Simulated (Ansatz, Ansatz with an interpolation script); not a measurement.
## BiOCl (P4/nmm): quasiparticle bands by Wannier interpolation

Wanted: quasiparticle gap and band widths of BiOCl (P4/nmm) over the whole zone.

Calculated with Ansatz 0.2.0; LDA, Wannier functions and G0W0, plane waves, PAW.

**Experimental background.**

- Gap 3.44 eV: optical gap from Tauc plot; UV-vis diffuse reflectance; powder (hydrothermal powder) (“Synergistic Piezo-Photocatalysis of BiOCl/NaNbO3 Heterojunction Piezoelectric Composite for High-Efficient Organic Pollutant Degradation”, 2022, pmc:8839476).

- Gap 3.36 eV: optical gap from Kubelka-Munk/Tauc analysis; UV-vis diffuse reflectance; powder (solvothermal hierarchical microspheres made without additive) (“Hydrothermal Crystallization of Bismuth Oxychlorides (BiOCl) Using Different Shape Control Reagents”, 2021, pmc:8123882).

## Step 1: The starting structure

Symmetry: P4/nmm, No. 129, tetragonal system. Conventional cell: a = 3.886 Å, b = 3.886 Å, c = 7.349 Å, α = 90.00°, β = 90.00°, γ = 90.00°. Bi has 4 O at 2.31 Å and 4 Cl at 3.06 Å nearest. Cl has 4 Bi at 3.06 Å nearest. O has 4 Bi at 2.31 Å nearest. Farther neighbours and most contacts between anions are not listed.

As a file:

```cif
data_structure
_symmetry_space_group_name_H-M 'P 1'
_symmetry_Int_Tables_number 1
_cell_length_a 3.8855
_cell_length_b 3.8855
_cell_length_c 7.3489
_cell_angle_alpha 90.000
_cell_angle_beta 90.000
_cell_angle_gamma 90.000
_cell_volume 110.95
loop_
_atom_site_label
_atom_site_type_symbol
_atom_site_fract_x
_atom_site_fract_y
_atom_site_fract_z
_atom_site_occupancy
Bi1 Bi 0.50000 0.00000 0.32904 1
Bi2 Bi 0.00000 0.50000 0.67096 1
Cl3 Cl 0.00000 0.50000 0.14720 1
Cl4 Cl 0.50000 0.00000 0.85280 1
O5 O 0.00000 0.00000 0.50000 1
O6 O 0.50000 0.50000 0.50000 1
```

The cell and positions come from the Crystallography Open Database and are kept as given unless a step says otherwise. Spin-orbit coupling is left out unless a step names it.

## Step 2: LDA bands

Levels along a band path, at the cheap level, show where the edges lie and whether the meshes to come will hold them.

This step: DFT, LDA, plane waves, PAW; PAW set soft_1.

The input, input.yaml:

```yaml
crystal:
  lattice:
    - [3.88551, 0.0, 0.0]
    - [0.0, 3.88551, 0.0]
    - [0.0, 0.0, 7.3489]
  atoms:
    - { symbol: Bi, position: [0.5, 0.0, 0.32904] }
    - { symbol: Bi, position: [0.0, 0.5, 0.67096] }
    - { symbol: Cl, position: [0.0, 0.5, 0.1472] }
    - { symbol: Cl, position: [0.5, 0.0, 0.8528] }
    - { symbol: O, position: [0.0, 0.0, 0.5] }
    - { symbol: O, position: [0.5, 0.5, 0.5] }
kpoints:
  mp_grid: { grid: [4, 4, 2] }
  band_path:
    path:
      - [[0.0, 0.0, 0.0], [0.0, 0.5, 0.0], [0.5, 0.5, 0.0], [0.0, 0.0, 0.0], [0.0, 0.0, 0.5], [0.0, 0.5, 0.5], [0.5, 0.5, 0.5], [0.0, 0.0, 0.5]]
      - [[0.0, 0.5, 0.0], [0.0, 0.5, 0.5]]
      - [[0.5, 0.5, 0.0], [0.5, 0.5, 0.5]]
    npoints: 10
hamiltonian:
  xc: lda
  pseudopotentials: { kind: paw, azcp: { folder: soft_1 }, xc_functional: pbe }
scf:
  occupations: { method: fermi_dirac, width: 0.02 }
  n_extra_bands: 59
output:
  eigenvalues: true
  fatbands: true
  write_density: true
  write_potential: true
  elf: true
  volumetric_format: npy
```

Command:

```bash
> ansatz run input.yaml --threads 3 --pin off --max-ram 92160MiB --backend cuda --events-out ev --progress --plain --runs-dir out --devices 1 --max-vram 13GiB
```

Numbers of over 12 decimals in the logs are rounded to 6 here.

The program printed:

```text
scf.n_extra_bands = 59 over 28 filled bands (N_el = 56.0): the run solves 87 bands
GPUs: using 1 of 1 available (devices: 1).
Engine: ansatz 0.2.0, x86_64-unknown-linux-gnu
Pseudopotentials: kind: paw
Pseudopotential: Bi, paw, valence charge 15, recommended cutoff 420 eV (normal), soft_1/Bi.paw.azcp
Pseudopotential: Cl, paw, valence charge 7, recommended cutoff 420 eV (normal), soft_1/Cl.paw.azcp
Pseudopotential: O, paw, valence charge 6, recommended cutoff 420 eV (normal), soft_1/O.paw.azcp
Functional definition: SPW92
  exchange = slater_x
  correlation = pw_c
device memory: the entry about to start is reckoned to put 3.3 GiB on a device that reports 37.7 GiB free (of which the cap on the GPU budget leaves the run 13.0 GiB)
GPU FFT provider: cuFFT
GPU libraries: cuBLAS 13.8.2, cuFFT 12.4.0, cuSOLVER 12.3.4
Crystal: 6 atoms, lattice volume = 110.948 Å³
Basis set: ecut = 420 eV, 2177 PW (Γ)
Bands: 87, of which v1, the nominal top of the filled ones, is band 28 counted from 1 (27 counted from 0)
Symmetry: 16 space group operations
Space group: P4/nmm (ITA 129), of the structure as read, at distance tolerance 4.8e-5 Å
k-points: 12 of 32
Non-local potential: Bi, projectors of the file, l = 0: 2, l = 1: 2, l = 2: 2, l = 3: 1
Non-local potential: Cl, projectors of the file, l = 0: 2, l = 1: 2, l = 2: 1
Non-local potential: O, projectors of the file, l = 0: 2, l = 1: 2, l = 2: 1
PAW form: soft (Blöchl's): semilocal exchange-correlation on the pseudo side does not see the compensation charge
PAW frozen core: Bi, regenerated for the run's functional, and the local potential with it (the file was generated under x = pbe(κ = 0.804, μ = 0.219515), c = pbe(β = 0.066725))
PAW frozen core: Cl, regenerated for the run's functional, and the local potential with it (the file was generated under x = pbe(κ = 0.804, μ = 0.219515), c = pbe(β = 0.066725))
PAW frozen core: O, regenerated for the run's functional, and the local potential with it (the file was generated under x = pbe(κ = 0.804, μ = 0.219515), c = pbe(β = 0.066725))
PAW one-centre angular grid: Bi, 590 points (default); XC on 64 Gauss nodes
PAW one-centre angular grid: Cl, 110 points (default); XC on 64 Gauss nodes
PAW one-centre angular grid: O, 110 points (default); XC on 64 Gauss nodes
Initial density: superposition of atomic densities (chi_scale 0.1, normalization cell, long waves kept (reshape's long-wave potential 0.06 eV rms))
Initial wavefunctions: pseudopotential atomic-orbital guess
GPU buffer pool allocated for 36450 grid points (all kernels)
GPU transforms: local potential and band sums: pruned to the plane-wave sphere, on 25×25×50
Functional: x = slater, c = lda
SCF iter   1: F=—  HF=-27377.474526 eV  |F-HF|=—  |Δ(HF+E_count)|=         —  Δρ=3.61e-2  dr2=1.45e0  ethr=3.10e-3  ⟨swp⟩=5.7  Hψ=4989  notcnv=0  defer=283
preconditioner: auto → Resta (q_TF=auto, 2.434 Å⁻¹)  ε∞=1.7  [insulator: Δε(μ)=2.382 eV  Ē_g=31.656 eV  σ=0.020 eV  W_gap=1.00  n_scr=28 (ndim 8)  ℏωp=26.4 eV  f_vac=0.004  D(μ)=0.00/eV (n_scr^D=0)  ε∞_Penn≈1.7]
SCF iter   2: F=—  HF=-27377.187727 eV  |F-HF|=—  |Δ(HF+E_count)|=   2.87e-1  Δρ=1.77e-2  dr2=3.96e-1  ethr=2.58e-3  ⟨swp⟩=2.0  Hψ=1284  notcnv=0  defer=589
SCF iter   3: F=—  HF=-27377.147967 eV  |F-HF|=—  |Δ(HF+E_count)|=   3.98e-2  Δρ=4.10e-3  dr2=2.56e-2  ethr=7.08e-4  ⟨swp⟩=2.6  Hψ=657  notcnv=0  defer=631
SCF iter   4: F=—  HF=-27377.143814 eV  |F-HF|=—  |Δ(HF+E_count)|=   4.15e-3  Δρ=6.16e-4  dr2=8.83e-4  ethr=4.57e-5  ⟨swp⟩=2.0  Hψ=1285  notcnv=0  defer=633
SCF iter   5: F=—  HF=-27377.143626 eV  |F-HF|=—  |Δ(HF+E_count)|=   1.88e-4  Δρ=2.27e-4  dr2=6.03e-5  ethr=1.58e-6  ⟨swp⟩=2.0  Hψ=741  notcnv=0  defer=633
SCF iter   6: F=—  HF=-27377.143650 eV  |F-HF|=—  |Δ(HF+E_count)|=   2.37e-5  Δρ=4.66e-5  dr2=2.20e-6  ethr=1.08e-7  ⟨swp⟩=3.0  Hψ=760  notcnv=0  defer=633
SCF iter   7: F=-27377.143650 eV  HF=-27377.143650 eV  |F-HF|=3.38e-8  |Δ(HF+E_count)|=   2.48e-7  Δρ=8.43e-6  dr2=7.96e-8  ethr=1.79e-10  ⟨swp⟩=10.4  Hψ=7144  notcnv=0
SCF 1 converged in 7 iterations: F = -27377.143650 eV  dr2 = 7.96e-8
[...]
device memory: the entry about to start is reckoned to put 2.7 GiB on a device that reports 33.1 GiB free (of which the cap on the GPU budget leaves the run 13.0 GiB)
NSCF: frozen V_eff on 93 k-points
SCF converged after 7 iterations
Free energy (F): -27377.143650 eV
Harris-Foulkes:  -27377.143650 eV  (|F-HF|=3.38e-8)
Internal energy: -27377.143650 eV  (E = F + TS)
E sigma→0 (E₀):  -27377.143650 eV
Fermi energy:    8.832060 eV
--- Per-component energies (eV) ---
  E_band       = -209.886316
  E_kinetic    = 1143.741791
  E_local      = -4312.405774  (includes V_loc(G=0)·N_el)
  E_nonlocal   = 1002.511338
  E_hartree    = 1658.837382
  E_xc         = -658.344300
  E_vxc        = -680.322997  (∫ρ·V_xc dr)
  E_paw        = -22251.158199  (= ΣΔE_a)
  E_vpaw       = -681.075103  (= ΣTr[D̂ρ^β])
  E_aug_tail   = 0.002196  (compensation charges beyond the density's cutoff)
  E_ewald      = -3960.893269
  E_core_change = 0.565185  (= ΣΔE_core)
  E_smearing   = -0.000000  (= −TS)
  E_closure    = -0.000000  (closes the sum)
  Σ components = -27377.143650   (vs F -27377.143650, Δ=0.00e0)
--- Band table (eV; the first three rows and the last of 12) ---
  k-point 0: bands = [... 24 lower, 6.5650, 6.5650, 6.6243, 6.8107, 10.6045, 11.2832, 12.8347, 12.8347, ... 55 higher]
  k-point 1: bands = [... 24 lower, 6.8517, 6.8517, 7.2040, 7.2467, 10.1029, 10.4442, 12.8457, 12.8457, ... 55 higher]
  k-point 2: bands = [... 24 lower, 6.5913, 7.0973, 7.2014, 7.3256, 11.8195, 12.1809, 12.3544, 12.5311, ... 55 higher]
  k-point 11: bands = [... 24 lower, 6.2169, 6.2169, 6.9386, 6.9386, 12.0416, 12.0416, 13.5587, 13.5587, ... 55 higher]
```

The job ended after 9.4 s (1 × NVIDIA H100 80GB HBM3 (shared by 6 runs) with 3 threads of AMD EPYC 7R13 (Zen 3), shared host; peak memory 0.98 GiB).

This step gave:

- filled bands: 28
- gap: 2.497 eV
- valence top at: k = (0.000, 0.400, 0.500)
- conduction bottom at: Z
- least direct gap: 2.856 eV

The gap is indirect, with the least direct gap 0.36 eV higher.

ELF in the ac plane at fractional y = 0.000, with atoms of Bi and Cl and O within 0.2 Å of it. It is the smooth field of the valence electrons, not physical close to the nuclei.

Ten even steps from '0' (0.01) to '9' (0.89), each cell a mean:
```
00258999997410
00479999999720
01589864799840
01589842599840
01489976899730
00268999998410
00025889874100
11001355531001
55210011100135
88631000001478
78862000013788
47873111114786
68862233323797
88732343432489
76323322233246
22234213134212
00244211135310
00145432355310
00135555554200
00013455543100
00001222210000
00000000000000
00001233320000
00024788864100
```
Columns run along a (3.9 Å), rows up along c (7.3 Å). Atoms in or near the plane, at fractional coordinates: Bi at (0.50, 0.33), Cl at (0.50, 0.85), O at (0.00, 0.50).

Valence density in the ac plane at fractional y = 0.000, with atoms of Bi and Cl and O within 0.2 Å of it. It is the smooth field of the valence electrons, not physical close to the nuclei.

Values in e/Å³, 24 rows by 14 columns, each cell a mean:
```
0.0 0.0 0.1 0.1 0.3 0.6 0.9 1.0 0.9 0.5 0.3 0.1 0.0 0.0
0.0 0.0 0.1 0.3 0.6 1.2 1.6 1.7 1.5 1.0 0.5 0.2 0.1 0.0
0.0 0.1 0.1 0.4 1.0 1.6 1.4 1.0 1.5 1.5 0.8 0.3 0.1 0.1
0.0 0.1 0.2 0.4 1.0 1.6 1.2 0.7 1.4 1.5 0.8 0.3 0.1 0.1
0.0 0.1 0.1 0.4 0.8 1.5 1.6 1.5 1.6 1.3 0.7 0.3 0.1 0.1
0.1 0.1 0.1 0.2 0.5 0.9 1.2 1.3 1.2 0.7 0.4 0.2 0.1 0.1
0.1 0.1 0.1 0.1 0.2 0.4 0.5 0.5 0.5 0.3 0.2 0.1 0.1 0.1
0.1 0.1 0.1 0.1 0.1 0.1 0.2 0.2 0.2 0.1 0.1 0.1 0.1 0.1
0.4 0.3 0.2 0.1 0.1 0.1 0.1 0.1 0.1 0.1 0.1 0.1 0.2 0.3
1.5 1.1 0.5 0.2 0.1 0.1 0.0 0.0 0.1 0.1 0.1 0.3 0.7 1.3
4.6 3.1 1.2 0.4 0.2 0.1 0.1 0.1 0.1 0.1 0.2 0.5 1.7 3.6
7.9 5.4 1.9 0.6 0.3 0.2 0.2 0.2 0.2 0.2 0.3 0.8 2.9 6.2
6.4 4.4 1.7 0.6 0.4 0.4 0.5 0.6 0.5 0.4 0.4 0.8 2.4 5.0
2.2 1.6 0.8 0.5 0.7 1.4 2.4 2.8 2.2 1.1 0.6 0.6 1.0 1.8
0.6 0.5 0.4 0.5 1.2 3.2 5.0 5.7 4.6 2.4 0.9 0.4 0.4 0.6
0.2 0.2 0.2 0.5 1.8 4.5 7.0 8.1 6.5 3.6 1.3 0.4 0.2 0.2
0.1 0.1 0.2 0.5 1.7 4.1 6.3 7.2 5.8 3.2 1.2 0.4 0.1 0.1
0.1 0.1 0.1 0.3 0.9 2.4 3.8 4.3 3.5 1.9 0.7 0.3 0.1 0.1
0.0 0.1 0.1 0.2 0.4 0.9 1.4 1.6 1.3 0.7 0.3 0.1 0.1 0.1
0.0 0.0 0.1 0.1 0.2 0.3 0.4 0.4 0.4 0.2 0.1 0.1 0.1 0.0
0.0 0.0 0.0 0.1 0.1 0.1 0.1 0.1 0.1 0.1 0.1 0.0 0.0 0.0
0.0 0.0 0.0 0.0 0.0 0.1 0.1 0.1 0.1 0.1 0.0 0.0 0.0 0.0
0.0 0.0 0.0 0.0 0.1 0.1 0.1 0.1 0.1 0.1 0.1 0.0 0.0 0.0
0.0 0.0 0.0 0.1 0.1 0.2 0.3 0.3 0.3 0.2 0.1 0.1 0.0 0.0
```
Columns run along a (3.9 Å), rows up along c (7.3 Å). Atoms in or near the plane, at fractional coordinates: Bi at (0.50, 0.33), Cl at (0.50, 0.85), O at (0.00, 0.50).

## Step 3: Wannier functions (Bi:6p Cl:3p O:2p) on 8×8×4

Localised functions give a small Hamiltonian that interpolates between mesh points at no cost.

This step: maximally localised Wannier functions, LDA, plane waves, PAW; PAW set soft_1.

input.yaml, the sections that differ from step 2:

```yaml
kpoints:
  mp_grid: { grid: [4, 4, 2] }
scf:
  occupations: { method: fixed }
  n_extra_bands: 59
output:
  wannier:
    kmesh: [8, 8, 4]
    projections:
      - { species: Bi, l: p, shell: 6 }
      - { species: Cl, l: p, shell: 3 }
      - { species: O, l: p, shell: 2 }
    minimise: true
    write_hr: true
    seedname: w
    conv_tol: 1.0e-06
    max_iter: 20000
    stability_check: false
    disentanglement:
      window: [2.46, 16.0]
      frozen_window: [2.46, 13.0]
      conv_tol: 1.0e-08
# crystal, hamiltonian: as in step 2
```

The program printed:

```text
[...]
GPUs: using 1 of 1 available (devices: 1).
[...]
GPU FFT provider: cuFFT
GPU libraries: cuBLAS 13.8.2, cuFFT 12.4.0, cuSOLVER 12.3.4
Crystal: 6 atoms, lattice volume = 110.948 Å³
Basis set: ecut = 420 eV, 2177 PW (Γ)
Bands: 87, of which v1, the nominal top of the filled ones, is band 28 counted from 1 (27 counted from 0)
Symmetry: 16 space group operations
[...]
k-points: 12 of 32
[...]
GPU buffer pool allocated for 36450 grid points (all kernels)
[...]
SCF iter   1: F=—  HF=-27377.474552 eV  |F-HF|=—  |Δ(HF+E_count)|=         —  Δρ=3.61e-2  dr2=1.45e0  ethr=3.10e-3  ⟨swp⟩=4.3  Hψ=3706  notcnv=0  defer=649
[...]
SCF iter   8: F=-27377.143650 eV  HF=-27377.143650 eV  |F-HF|=2.38e-9  |Δ(HF+E_count)|=   8.55e-7  Δρ=4.44e-6  dr2=1.73e-8  ethr=1.79e-10  ⟨swp⟩=12.0  Hψ=7807  notcnv=0
SCF 1 converged in 8 iterations: F = -27377.143650 eV  dr2 = 1.73e-8
[...]
NSCF: frozen V_eff on 12 k-points
the band table was solved once the SCF had ended and its energy, with any forces and stress, was formed, with the checks that follow a solve (3920 applications of the Hamiltonian). They found nothing against the state; the energy, forces and stress were not computed again (output.eigenvalues in the input reference)
[...]
the Wannier pass solved 49 of the 256 points of its mesh, and has the states at the others by symmetry: states obtained by the crystal's operations at points that were solved too leave a residual of 3.89e-13 eV (read by the count's bands and the next), within 6.67e-6 eV
SCF converged after 8 iterations
Free energy (F): -27377.143650 eV
[...]
Internal energy: -27377.143650 eV  (E = F + TS)
E sigma→0 (E₀):  -27377.143650 eV
Fermi energy:    7.525845 eV
[...]
--- Band table (eV; the first three rows and the last of 12) ---
  k-point 0: bands = [... 24 lower, 6.5650, 6.5650, 6.6243, 6.8107, 10.6045, 11.2832, 12.8347, 12.8347, ... 55 higher]
  k-point 1: bands = [... 24 lower, 6.8516, 6.8516, 7.2040, 7.2466, 10.1029, 10.4442, 12.8457, 12.8457, ... 55 higher]
  k-point 2: bands = [... 24 lower, 6.5913, 7.0973, 7.2015, 7.3256, 11.8195, 12.1810, 12.3544, 12.5311, ... 55 higher]
  k-point 11: bands = [... 24 lower, 6.2168, 6.2168, 6.9387, 6.9387, 12.0416, 12.0416, 13.5588, 13.5588, ... 55 higher]
Wannier search: line search 1 of at most 20000: gauge-dependent spread (as the search counts it) 1.4161441 Å², largest recent change 1.3e-1 Å² against conv_tol 1.0e-6 Å², 0 stops escaped
```

The job ended after 11 s (1 × NVIDIA H100 80GB HBM3 (shared by 6 runs) with 3 threads; peak memory 1.1 GiB; 23 s of CPU time).

This step gave:

```
gauge-invariant spread     : 30.93 Å²
diagonal spread            : 0.08819 Å²
off-diagonal spread        : 1.213 Å²
total spread               : 32.23 Å²
least projectability       : 0.4783
localisation steps         : 33
disentanglement steps      : 21
r.m.s. interpolation error : 4.75e-4 eV
r.m.s. error near the gap  : 5.77e-4 eV
```

Near the gap the model misses directly solved bands by 0.6 meV r.m.s. and by 8 meV at most in the window tested. This tests the starting bands, not the corrections carried with them.

Wannier functions, by row:

```csv
function,x (Å),y (Å),z (Å),spread (Å²),nearest atom,distance (Å)
1,1.943,0,2.227,2.72,Bi1,0.191
2,1.943,0,2.188,2.799,Bi1,0.23
3,1.943,0,2.188,2.799,Bi1,0.23
4,0,1.943,5.122,2.72,Bi2,0.191
5,0,1.943,5.161,2.799,Bi2,0.23
6,0,1.943,5.161,2.799,Bi2,0.23
7,0,1.943,1.087,1.41,Cl3,0.005
8,0,1.943,1.077,1.375,Cl3,0.005
9,0,1.943,1.077,1.375,Cl3,0.005
10,1.943,0,6.262,1.41,Cl4,0.005
11,1.943,0,6.272,1.375,Cl4,0.005
12,1.943,0,6.272,1.375,Cl4,0.005
13,0,0,3.674,1.138,O5,0
14,0,0,3.605,1.251,O5,0.069
15,0,0,3.744,1.251,O5,0.069
16,1.943,1.943,3.674,1.138,O6,0
17,1.943,1.943,3.744,1.251,O6,0.069
18,1.943,1.943,3.605,1.251,O6,0.069
```

Frozen up to 5.40 eV; above it the model need not follow the bands. Electronic bands along the path, in eV, zero at the valence-band top:

```csv
point,band 25,band 26,band 27,band 28,band 29,band 30,band 31,band 32
Γ,-1.04,-1.04,-0.98,-0.79,3.00,3.68,5.23,5.23
halfway,-1.01,-0.51,-0.40,-0.28,4.21,4.58,4.75,4.93
X,-0.90,-0.90,-0.10,-0.10,4.50,4.50,5.12,5.12
halfway,-1.02,-1.02,-0.70,-0.70,4.50,4.50,5.33,5.33
M,-0.70,-0.70,-0.67,-0.67,4.02,4.02,5.72,5.72
halfway,-0.82,-0.61,-0.52,-0.39,3.87,4.94,5.10,5.44
Γ,-1.04,-1.04,-0.98,-0.79,3.00,3.68,5.23,5.23
halfway,-0.88,-0.88,-0.73,-0.54,2.74,3.28,5.23,5.23
Z,-0.75,-0.75,-0.40,-0.36,2.50,2.84,5.24,5.24
halfway,-0.85,-0.77,-0.57,-0.18,3.97,4.22,5.08,5.18
R,-0.70,-0.70,-0.08,-0.08,4.29,4.29,5.20,5.20
halfway,-0.93,-0.93,-0.64,-0.64,4.01,4.01,5.70,5.70
A,-1.39,-1.39,-0.67,-0.67,4.44,4.44,5.95,5.95
halfway,-0.94,-0.80,-0.60,-0.33,3.38,4.72,5.22,5.49
Z,-0.75,-0.75,-0.40,-0.36,2.50,2.84,5.24,5.24
jump to X,-0.90,-0.90,-0.10,-0.10,4.50,4.50,5.12,5.12
halfway,-0.79,-0.79,-0.09,-0.09,4.39,4.39,5.16,5.16
R,-0.70,-0.70,-0.08,-0.08,4.29,4.29,5.20,5.20
jump to M,-0.70,-0.70,-0.67,-0.67,4.02,4.02,5.72,5.72
halfway,-1.01,-1.01,-0.67,-0.67,4.22,4.22,5.85,5.85
A,-1.39,-1.39,-0.67,-0.67,4.44,4.44,5.95,5.95
```

The same for Kohn-Sham, solved directly:

```csv
point,band 25,band 26,band 27,band 28,band 29,band 30,band 31,band 32
Γ,-1.04,-1.04,-0.98,-0.79,3.00,3.68,5.23,5.23
X,-0.90,-0.90,-0.10,-0.10,4.50,4.50,5.12,5.12
M,-0.70,-0.70,-0.67,-0.67,4.02,4.02,5.72,5.72
Γ,-1.04,-1.04,-0.98,-0.79,3.00,3.68,5.23,5.23
Z,-0.75,-0.75,-0.40,-0.36,2.50,2.84,5.24,5.24
R,-0.70,-0.70,-0.08,-0.08,4.29,4.29,5.20,5.20
A,-1.39,-1.39,-0.67,-0.67,4.44,4.44,5.95,5.95
Z,-0.75,-0.75,-0.40,-0.36,2.50,2.84,5.24,5.24
X,-0.90,-0.90,-0.10,-0.10,4.50,4.50,5.12,5.12
R,-0.70,-0.70,-0.08,-0.08,4.29,4.29,5.20,5.20
M,-0.70,-0.70,-0.67,-0.67,4.02,4.02,5.72,5.72
A,-1.39,-1.39,-0.67,-0.67,4.44,4.44,5.95,5.95
```

[end of part 1 of 2]

[Paths, hosts, dates, memory and timing lines, banners, echoed tables and standing remarks are left out of the program output.]

[Logs are printed without paths, hosts, clocks, repeated set-up lines and the standing remarks that a program may print on its own settings, such as how far it seeks lower states.]

[Runs of the session that timed out or met a known fault of the program may be left out.]

[Hosts, paths, dates, database ids (printed as entryN), source tags and the programs' standing remarks are cut or masked in the printed files.]
